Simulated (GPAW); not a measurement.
**OH/Hf(0001): simulated STM images**

Aim: Tersoff-Hamann images of OH/Hf(0001) at several biases.

Method: GPAW, PAW setups; slab in vacuum, relaxation, in the first sound run; inputs show where later runs differ, in GPAW 26.7.0.

## (1) The starting structure

The cell holds 6 atoms: 4 Hf, 1 O and 1 H. Its edges and angles: a = 3.200 Å, b = 3.200 Å, c = 28.984 Å, α = 90.0°, β = 90.0°, γ = 60.0°. Vacuum lies along c.

## (2) Relaxation

The atoms are relaxed first, since the surface dipole, and with it the work function, follows the positions of the outer layers. The lowest 2 atoms are held at bulk positions and keep their forces.

File run.py:

```python
import json
import numpy as np
from ase import Atoms
from ase.constraints import FixAtoms
from ase.optimize import BFGS
from gpaw import GPAW, PW

slab = Atoms(
    ['Hf', 'Hf', 'Hf', 'Hf', 'O', 'H'],
    positions=[
        [3.20000, 1.84752, 9.00000],
        [0.00000, 0.00000, 11.53120],
        [3.20000, 1.84752, 14.06240],
        [0.00000, 0.00000, 16.59360],
        [0.00000, 0.00000, 19.00360],
        [0.00000, 0.00000, 19.98360]],
    cell=[[3.2, 0.0, 0.0], [1.6, 2.77128, 0.0], [0.0, 0.0, 28.9836]],
    pbc=[True, True, False])

slab.calc = GPAW(mode=PW(500), xc='PBE', kpts={'size': (11, 11, 1), 'gamma': True},
                 occupations={'name': 'fermi-dirac', 'width': 0.1}, nbands='160%',
                 convergence={'density': 1e-05}, maxiter=200,
                 poissonsolver={'dipolelayer': 'xy'},
                 symmetry={'tolerance': 1e-3, 'extra_ids': [1, 1, 0, 0, 0, 0]}, txt='slab.txt')
result = {}
slab.set_constraint(FixAtoms([0, 1]))
path = []
opt = BFGS(slab, maxstep=0.2)
opt.attach(lambda: path.append((slab.get_potential_energy(), slab.positions.tolist(), slab.get_forces().tolist())))
result['relaxed'] = bool(opt.run(fmax=0.03, steps=40))
result['path'] = path
energy = slab.get_potential_energy()
fermi = slab.calc.get_fermi_level()
v = slab.calc.get_electrostatic_potential().mean((0, 1)) - fermi
n = slab.calc.get_pseudo_density().mean((0, 1))
L = slab.cell[2, 2]
z = np.arange(len(v)) * L / len(v)
low, high = slab.positions[:, 2].min(), slab.positions[:, 2].max()
below, above = np.interp([low - 6.8, high + 6.8], z, v)
slopes = [np.interp(x, z, np.gradient(v, z)) for x in (low - 6.8, high + 6.8)]
eps = np.array([[slab.calc.get_eigenvalues(k, s) for k in range(len(slab.calc.get_ibz_k_points()))]
                for s in range(slab.calc.get_number_of_spins())]) - fermi
top, bottom = eps[eps < 0].max(), eps[eps > 0].min()
dipole = slab.get_dipole_moment()[2]
print(f'energy {energy:.4f} eV, Fermi level {fermi:.4f} eV, dipole {dipole:.5f} e A')
print(f'potential 6.8 A off the faces, from the Fermi level: lower {below:.4f} eV, upper {above:.4f} eV')
print(f'slope of the potential there: lower {slopes[0]:.5f}, upper {slopes[1]:.5f} eV/A')
print(f'nearest levels on the mesh: {top:.4f} and {bottom:.4f} eV')
print('magnetic moment', round(slab.get_magnetic_moment(), 3))
result.update(energy=energy, fermi=fermi, dipole=dipole, below=below, above=above, slopes=slopes, edges=[top, bottom],
              z=z.tolist(), v=v.tolist(), n=n.tolist(), positions=slab.positions.tolist(),
              forces=slab.get_forces(apply_constraint=False).tolist(), moments=slab.get_magnetic_moments().tolist())
json.dump(result, open('result.json', 'w'))
```

Started as:

```sh
> OMP_NUM_THREADS=1 OPENBLAS_NUM_THREADS=1 python run.py
```

The log of the run:

```text
Step          Energy          fmax
BFGS:    0      -38.385904        4.052571
BFGS:    1      -38.789299        4.057513
BFGS:    2      -39.626549        4.337644
BFGS:    3      -39.795827        3.346624
BFGS:    4      -39.630547        8.179704
BFGS:    5      -39.932475        1.337345
BFGS:    6      -39.950385        0.503468
BFGS:    7      -39.955545        0.341641
BFGS:    8      -39.959137        0.523088
BFGS:    9      -39.982464        1.178685
BFGS:   10      -39.990462        0.833193
BFGS:   11      -39.995019        0.137103
BFGS:   12      -39.995630        0.141501
BFGS:   13      -39.999200        0.427919
BFGS:   14      -40.003839        0.597626
BFGS:   15      -40.010022        0.555715
BFGS:   16      -40.014589        0.263767
BFGS:   17      -40.018028        0.081423
BFGS:   18      -40.014529        0.297150
BFGS:   19      -40.018549        0.067464
BFGS:   20      -40.018634        0.042587
BFGS:   21      -40.018660        0.009956
energy -39.9350 eV, Fermi level 1.9894 eV, dipole 0.13803 e A
potential 6.8 A off the faces, from the Fermi level: lower 4.3453 eV, upper 1.5173 eV
slope of the potential there: lower 0.00030, upper 0.00013 eV/A
nearest levels on the mesh: -0.0292 and 0.0224 eV
magnetic moment 0.0
```

Elapsed: 75 min, on 1 thread of Arm Neoverse V1, shared host; peak memory 0.32 GiB.

Step by step:

```tsv
step	energy less that of the first step (eV)	largest force (eV/Å)
1	0.0000	4.0526
2	-0.4104	4.0575
3	-1.2436	4.3376
4	-1.4126	3.3466
5	-1.2475	8.1797
6	-1.5493	1.3373
7	-1.5672	0.5035
8	-1.5725	0.3416
9	-1.5762	0.5231
10	-1.6037	1.1787
11	-1.6139	0.8332
12	-1.6183	0.1371
13	-1.6189	0.1415
14	-1.6224	0.4279
15	-1.6268	0.5976
16	-1.6328	0.5557
17	-1.6374	0.2638
18	-1.6413	0.0814
19	-1.6383	0.2972
20	-1.6418	0.0675
21	-1.6420	0.0426
22	-1.6420	0.0100
```

The atoms that moved most (Å):

```tsv
atom	dx	dy	dz	length
H6	0.000	0.000	-0.448	0.448
O5	0.000	0.000	-0.433	0.433
Hf4	0.000	0.000	0.054	0.054
Hf3	0.000	0.000	0.044	0.044
```

The relaxed structure:

```cif
data_structure
_symmetry_space_group_name_H-M 'P 1'
_symmetry_Int_Tables_number 1
_cell_length_a 3.2000
_cell_length_b 3.2000
_cell_length_c 28.9836
_cell_angle_alpha 90.000
_cell_angle_beta 90.000
_cell_angle_gamma 60.000
_cell_volume 257.03
loop_
_atom_site_label
_atom_site_type_symbol
_atom_site_fract_x
_atom_site_fract_y
_atom_site_fract_z
_atom_site_occupancy
Hf1 Hf 0.66667 0.66667 0.31052 1
Hf2 Hf 0.00000 0.00000 0.39785 1
Hf3 Hf 0.66667 0.66667 0.48672 1
Hf4 Hf 0.00000 0.00000 0.57438 1
O5 O 0.00000 0.00000 0.64074 1
H6 H 0.00000 0.00000 0.67401 1
```

This step gave:

```yaml
dipole_along_the_normal: 0.1380 e·Å
levels_nearest_the_fermi_level_on_the_mesh: -0.02922, 0.02240 eV from the Fermi level
upper_work_function: 1.517 eV
lower_work_function: 4.345 eV
```

The electrostatic potential energy of an electron (without an applied field's), less the Fermi level, planar mean oscillates, so the rows of the table below give means over windows of 2.61 Å about each position, cut where the curve ends. Its maxima inside the range that stand out by 2 % of the span (Å: eV): 2.7: 4.35, 10.2: -0.425, 12.8: -0.402, 15.4: -0.748, 18.0: 0.813, 19.2: 1.21. Its minima: 9.0: -22.8, 11.5: -22.6, 14.1: -22.6, 16.6: -23.0, 18.5: -6.73, 19.6: -0.131.

The electrostatic potential energy of an electron (without an applied field's), less the Fermi level, planar mean by z; means over each step:

```tsv
z (Å)	electrostatic potential energy of an electron (without an applied field's), less the Fermi level, planar mean (eV)
1.30	4.24
3.92	4.34
6.53	3.53
9.14	-9.69
11.75	-9.51
14.36	-9.64
16.97	-9.70
19.58	-0.466
22.19	1.50
24.80	1.52
27.41	1.53
```

The pseudo valence density, planar mean oscillates, so the rows of the table below give means over windows of 2.51 Å about each position, cut where the curve ends. Its maxima inside the range that stand out by 2 % of the span (Å: e/Å³): 9.1: 1.15, 11.6: 1.16, 14.1: 1.18, 16.6: 1.19, 18.5: 0.817. Its minima: 10.2: 0.193, 12.8: 0.183, 15.5: 0.184, 17.6: 0.187.

Pseudo valence density, planar mean against z; means over each step:

```tsv
z (Å)	pseudo valence density, planar mean (e/Å³)
3.76	4.8e-5
6.27	0.0110
8.79	0.510
11.29	0.537
13.80	0.535
16.31	0.528
18.82	0.348
21.33	0.00303
23.84	1.1e-5
```

The relaxation lowered the energy of the cell by 1.64 eV (energies extrapolated to zero smearing; the optimiser's log prints free energies). The largest force left on a free atom is 0.0100 eV/Å.

## (3) The slab's potential

With the geometry fixed, the planar mean of the potential gives the vacuum level on each side.

This step: GPAW, PAW setups; slab in vacuum (GPAW 26.7.0).

run.py, as its differences from that of step 2:

```diff
@@ -3,4 +3,3 @@
 from ase import Atoms
-from ase.constraints import FixAtoms
-from ase.optimize import BFGS
+from ase.dft.stm import STM
 from gpaw import GPAW, PW
@@ -12,6 +11,6 @@
         [0.00000, 0.00000, 11.53120],
-        [3.20000, 1.84752, 14.06240],
-        [0.00000, 0.00000, 16.59360],
-        [0.00000, 0.00000, 19.00360],
-        [0.00000, 0.00000, 19.98360]],
+        [3.20000, 1.84752, 14.10678],
+        [0.00000, 0.00000, 16.64764],
+        [-0.00000, 0.00000, 18.57084],
+        [0.00000, -0.00000, 19.53517]],
     cell=[[3.2, 0.0, 0.0], [1.6, 2.77128, 0.0], [0.0, 0.0, 28.9836]],
@@ -23,10 +22,4 @@
                  poissonsolver={'dipolelayer': 'xy'},
-                 symmetry={'tolerance': 1e-3, 'extra_ids': [1, 1, 0, 0, 0, 0]}, txt='slab.txt')
+                 symmetry={'tolerance': 1e-3}, txt='slab.txt')
 result = {}
-slab.set_constraint(FixAtoms([0, 1]))
-path = []
-opt = BFGS(slab, maxstep=0.2)
-opt.attach(lambda: path.append((slab.get_potential_energy(), slab.positions.tolist(), slab.get_forces().tolist())))
-result['relaxed'] = bool(opt.run(fmax=0.03, steps=40))
-result['path'] = path
 energy = slab.get_potential_energy()
@@ -52,2 +45,16 @@
               forces=slab.get_forces(apply_constraint=False).tolist(), moments=slab.get_magnetic_moments().tolist())
+
+# Images need the states of the whole zone, up to time reversal
+slab.calc = slab.calc.fixed_density(symmetry={'point_group': False}, txt='states.txt', nbands='220%',
+                                    convergence={'bands': 'CBM+0.8'})
+stm = STM(slab)
+result['stm'] = []
+for bias in [-0.5, 0.5]:
+    height = high + 4.0
+    current = stm.get_averaged_current(bias, height)
+    x, y, h = stm.scan(bias, current)
+    i, f = divmod(height / L * stm.ldos.shape[2], 1)
+    I = abs((1 - f) * stm.ldos[:, :, int(i)] + f * stm.ldos[:, :, int(i) + 1])
+    print(f'bias {bias} V: mean current at 4.0 A {current:.4e}, corrugation {np.ptp(h):.4f} A')
+    result['stm'].append(dict(bias=bias, current=current, h=(h - high).tolist(), I=I.tolist()))
 json.dump(result, open('result.json', 'w'))
```

The log of the run:

```text
energy -39.9350 eV, Fermi level 1.9895 eV, dipole 0.13809 e A
potential 6.8 A off the faces, from the Fermi level: lower 4.3455 eV, upper 1.5168 eV
slope of the potential there: lower 0.00030, upper 0.00013 eV/A
nearest levels on the mesh: -0.0292 and 0.0223 eV
magnetic moment 0.0
bias -0.5 V: mean current at 4.0 A 2.1061e-06, corrugation 0.0499 A
bias 0.5 V: mean current at 4.0 A 4.9970e-05, corrugation 0.0377 A
```

Elapsed: 10 min, on 1 thread; peak memory 0.87 GiB.

Numbers from this step:

| Item | Value |
| --- | --- |
| dipole along the normal | 0.1381 e·Å |
| levels nearest the Fermi level on the mesh | -0.02920, 0.02234 eV from the Fermi level |
| corrugation -0.5 | 0.04991 Å |
| corrugation 0.5 | 0.03769 Å |

The electrostatic potential energy of an electron (without an applied field's), less the Fermi level, planar mean oscillates, so the rows of the table below give means over windows of 2.61 Å about each position, cut where the curve ends. Its maxima inside the range that stand out by 2 % of the span (Å: eV): 2.7: 4.35, 10.2: -0.425, 12.8: -0.402, 15.4: -0.748, 18.0: 0.813, 19.2: 1.21. Its minima: 9.0: -22.8, 11.5: -22.6, 14.1: -22.6, 16.6: -23.0, 18.5: -6.73, 19.6: -0.131.

The electrostatic potential energy of an electron (without an applied field's), less the Fermi level, planar mean by z; means over each step:

z (Å), electrostatic potential energy of an electron (without an applied field's), less the Fermi level, planar mean (eV) and a bar from the least value:
```
     1.30        4.2 ##############################
     3.92        4.3 ##############################
     6.53        3.5 ############################
     9.14       -9.7 
    11.75       -9.5 
    14.36       -9.6 
    16.97       -9.7 
    19.58       -0.5 ####################
    22.19        1.5 ########################
    24.80        1.5 ########################
    27.41        1.5 ########################
```

The pseudo valence density, planar mean oscillates, so the rows of the table below give means over windows of 2.51 Å about each position, cut where the curve ends. Its maxima inside the range that stand out by 2 % of the span (Å: e/Å³): 9.1: 1.15, 11.6: 1.16, 14.1: 1.18, 16.6: 1.19, 18.5: 0.817. Its minima: 10.2: 0.193, 12.8: 0.183, 15.5: 0.184, 17.6: 0.187.

Pseudo valence density, planar mean against z; means over each step:

```tsv
z (Å)	pseudo valence density, planar mean (e/Å³)
3.76	4.8e-5
6.27	0.0110
8.79	0.510
11.29	0.537
13.80	0.535
16.31	0.528
18.82	0.348
21.33	0.00303
23.84	1.1e-5
```

Tip height over the top atom over a1 and a2. Sample bias -0.5 V, constant current at the mean current 4.0 Å over the top atom.

Ten even steps from '0' (3.987 Å) to '9' (4.037 Å):
```
886443211111123446
565444311111113444
444444321111112344
344433322110112233
333333211110011112
223332211110001111
112222111110000111
111121111111111111
111111111111111111
111111111111112111
111110011111112211
211110001111223332
322111001112233443
333221111122333444
443321111112334444
544332111112334456
864432111111234468
985433211111233458
```
Columns: a1 from 0 to 0.944; rows upwards: a2 from 0 to 0.944.

Local density of states summed over the bias window over a1 and a2. Sample bias -0.5 V, constant height 4.0 Å over the top atom.

Ten even steps from '_' (2.07 × 1e-6 arbitrary) to '@' (2.21 × 1e-6 arbitrary):
```
%%%%**====--::............::--====**
++**++======--::..........::--======
============--::............::--====
==========----::::..........::::----
----====----::::......____......::::
::::------::::........______........
....::----::............____........
......::::::........................
....................................
............................::......
..........____............::::::::..
::........______........::::------::
--::::::....____....::::::----====--
==------::..........::------========
======----::........::----==========
++======--::..........::--======++**
%%**====--::............::--====**%%
@@%%++====--::..........::--====++%%
```
Columns: a1 from 0 to 0.944; rows upwards: a2 from 0 to 0.944.

Tip height over the top atom over a1 and a2. Sample bias 0.5 V, constant current at the mean current 4.0 Å over the top atom.

Values in Å, 12 rows by 16 columns, each cell a mean:
```
4.022 4.021 4.017 4.012 4.007 4.003 3.998 3.995 3.995 3.995 3.995 3.998 4.002 4.007 4.012 4.017
4.014 4.015 4.014 4.011 4.007 4.004 4.001 3.997 3.993 3.993 3.993 3.995 4.000 4.003 4.007 4.010
4.006 4.008 4.008 4.007 4.005 4.003 4.000 3.998 3.994 3.991 3.991 3.992 3.995 3.999 4.000 4.003
4.001 4.003 4.004 4.004 4.003 4.000 3.998 3.996 3.993 3.991 3.990 3.990 3.991 3.994 3.996 3.998
3.996 3.997 3.998 4.000 3.999 3.997 3.996 3.995 3.994 3.992 3.991 3.991 3.991 3.992 3.994 3.995
3.995 3.995 3.994 3.995 3.995 3.994 3.994 3.994 3.995 3.994 3.993 3.993 3.993 3.993 3.994 3.995
3.995 3.994 3.994 3.992 3.992 3.992 3.992 3.993 3.994 3.995 3.995 3.996 3.998 3.999 3.997 3.996
3.998 3.996 3.994 3.992 3.992 3.992 3.992 3.992 3.994 3.995 3.997 3.999 4.001 4.002 4.001 4.000
4.004 4.002 4.000 3.997 3.994 3.992 3.992 3.992 3.994 3.998 4.000 4.003 4.005 4.007 4.007 4.006
4.010 4.007 4.004 4.002 3.998 3.994 3.992 3.993 3.994 3.998 4.002 4.005 4.007 4.010 4.012 4.012
4.019 4.014 4.009 4.006 4.001 3.997 3.995 3.994 3.994 3.996 4.000 4.004 4.008 4.012 4.017 4.020
4.026 4.021 4.014 4.009 4.004 4.000 3.996 3.995 3.995 3.995 3.997 4.001 4.006 4.011 4.016 4.023
```
Columns: a1 from 0 to 0.944; rows upwards: a2 from 0 to 0.944.

Local density of states summed over the bias window over a1 and a2. Sample bias 0.5 V, constant height 4.0 Å over the top atom.

Ten even steps from '0' (4.94 × 1e-5 arbitrary) to '9' (5.14 × 1e-5 arbitrary):
```
997654321111234567
777654321111123456
566554321100112345
455544322100012234
344443321100001123
233333221100000112
122332211100000011
111121111110000011
111111111111111111
111000001111112111
111000000111222222
221100000112233333
332110000112334444
443321000123344555
554331100113345566
765432111112345677
976543211112345679
997543211111234579
```
Columns: a1 from 0 to 0.944; rows upwards: a2 from 0 to 0.944.

Force by atom:

```tsv
atom	x (eV/Å)	y (eV/Å)	z (eV/Å)	size
Hf1	0.000	0.000	0.563	0.563
Hf2	0.000	0.000	-0.610	0.610
Hf3	0.000	0.000	0.000	0.000
Hf4	0.000	0.000	0.000	0.000
O5	0.000	0.000	-0.008	0.008
H6	0.000	0.000	0.010	0.010
```

The potential is flat to 3.0e-4 eV/Å where it is read, so the vacuum is wide enough.

## (4) Summary of results

| Quantity | Value |
| --- | --- |
| work function, upper and lower face | 1.517 and 4.345 eV |
| dipole along the normal | 0.138 e Å |
| corrugation at -0.5 V | 0.0499 Å as printed, 0.028 Å or less without short-wave noise |
| corrugation at 0.5 V | 0.0377 Å |

At -0.5 V GPAW's map carries short-wave noise, which can't be real at this height: without waves under 1.5 Å it spans 0.028 Å against 0.050 Å printed. The reading below uses the filtered value, which may still be too high. In GPAW's constant-current maps the tip height varies by under 0.05 Å at every bias shown (0.038 Å at most), which is near the numerical ripple of the maps: an s-wave tip would see an almost flat surface. Negative sample bias images filled states, positive bias empty ones. The two faces differ by 2.8 eV, the step that the slab's dipole makes (e p/(ε0 A) gives 2.8 eV), so the dipole layer is needed. The images are of Tersoff-Hamann type: an s-wave tip, no tip-sample forces, heights closer than in a microscope. The cell of 8.87 Å² holds one OH, started on one chosen site; other sites and coverages weren't tried. The in-plane lattice was kept as typed, which isn't the functional's own and leaves some strain; spin-orbit coupling and temperature are left out.

[Logs are printed without paths, hosts, clocks, repeated set-up lines and the standing remarks that a program may print on its own settings, such as how far it seeks lower states.]

[Hosts, paths, dates, database ids (printed as entryN), source tags and the programs' standing remarks are cut or masked in the printed files.]
